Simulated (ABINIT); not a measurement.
An input for ABINIT 10.8.3 (SnSe2 (P-3m1)):

```
acell 3*1.0 Angstrom
rprim 
  3.810999999987 0.000000000003 0.000000000000
  -1.905499999996 3.300422813810 0.000000000000
  0.000000000000 0.000000000000 6.136000000000
ntypat 2
znucl 50 34
natom 3
typat 1 2 2
xred 
  0.000000000000 0.000000000000 0.000000000000
  0.333333333333 0.666666666667 0.249000000000
  0.666666666667 0.333333333333 0.751000000000
pp_dirpath "pseudos"
pseudos "Sn.upf, Se.upf"
ecut 48
nspinor 2
iscf -2
irdden 1
kptopt 0
nkpt 39
kpt 
  0.00000000 0.00000000 0.00000000
  0.12500000 0.00000000 0.00000000
  0.25000000 0.00000000 0.00000000
  0.37500000 0.00000000 0.00000000
  0.50000000 0.00000000 0.00000000
  0.45833333 0.08333333 0.00000000
  0.41666666 0.16666666 0.00000000
  0.37500000 0.25000000 0.00000000
  0.33333333 0.33333333 0.00000000
  0.25000000 0.25000000 0.00000000
  0.16666666 0.16666666 0.00000000
  0.08333333 0.08333333 0.00000000
  0.00000000 0.00000000 0.00000000
  0.00000000 0.00000000 0.12500000
  0.00000000 0.00000000 0.25000000
  0.00000000 0.00000000 0.37500000
  0.00000000 0.00000000 0.50000000
  0.12500000 0.00000000 0.50000000
  0.25000000 0.00000000 0.50000000
  0.37500000 0.00000000 0.50000000
  0.50000000 0.00000000 0.50000000
  0.45833333 0.08333333 0.50000000
  0.41666666 0.16666666 0.50000000
  0.37500000 0.25000000 0.50000000
  0.33333333 0.33333333 0.50000000
  0.25000000 0.25000000 0.50000000
  0.16666666 0.16666666 0.50000000
  0.08333333 0.08333333 0.50000000
  0.00000000 0.00000000 0.50000000
  0.50000000 0.00000000 0.50000000
  0.50000000 0.00000000 0.37500000
  0.50000000 0.00000000 0.25000000
  0.50000000 0.00000000 0.12500000
  0.50000000 -0.00000000 0.00000000
  0.33333333 0.33333333 0.50000000
  0.33333333 0.33333333 0.37500000
  0.33333333 0.33333333 0.25000000
  0.33333333 0.33333333 0.12500000
  0.33333333 0.33333333 0.00000000
istwfk *1
nband 86
nbdbuf 6
tolwfr 1e-08
nstep 40
prtwf 0
prtvol 0
indata_prefix "in"
outdata_prefix "out"
tmpdata_prefix "tmp"
```

```sh
OMP_NUM_THREADS=1 mpirun -n 4 abinit run.abi > log
```

**Question.** Estimate wall time and host memory on 4 MPI ranks of Arm Neoverse V1, shared host.

It took 7.1 min; on shared hardware allow 3.5 min to 14 min. Peak host memory was 1.2 GiB.

[Paths, hosts, dates, memory and timing lines, banners, echoed tables and standing remarks are left out of the program output.]

[Logs are printed without paths, hosts, clocks, repeated set-up lines and the standing remarks that a program may print on its own settings, such as how far it seeks lower states.]

[Runs of the session that timed out or met a known fault of the program may be left out.]

[Hosts, paths, dates, database ids (printed as entryN), source tags and the programs' standing remarks are cut or masked in the printed files.]

[G0W0 gaps are taken among the corrected bands and points alone; a level outside them can change the order at an edge.]

[Where Ansatz stands beside ABINIT at settings called matched, ABINIT's density can come from a denser mesh and the files from another edition; pairs whose starting gaps differed by over 0.03 eV were left out, so agreement reads better than it is.]
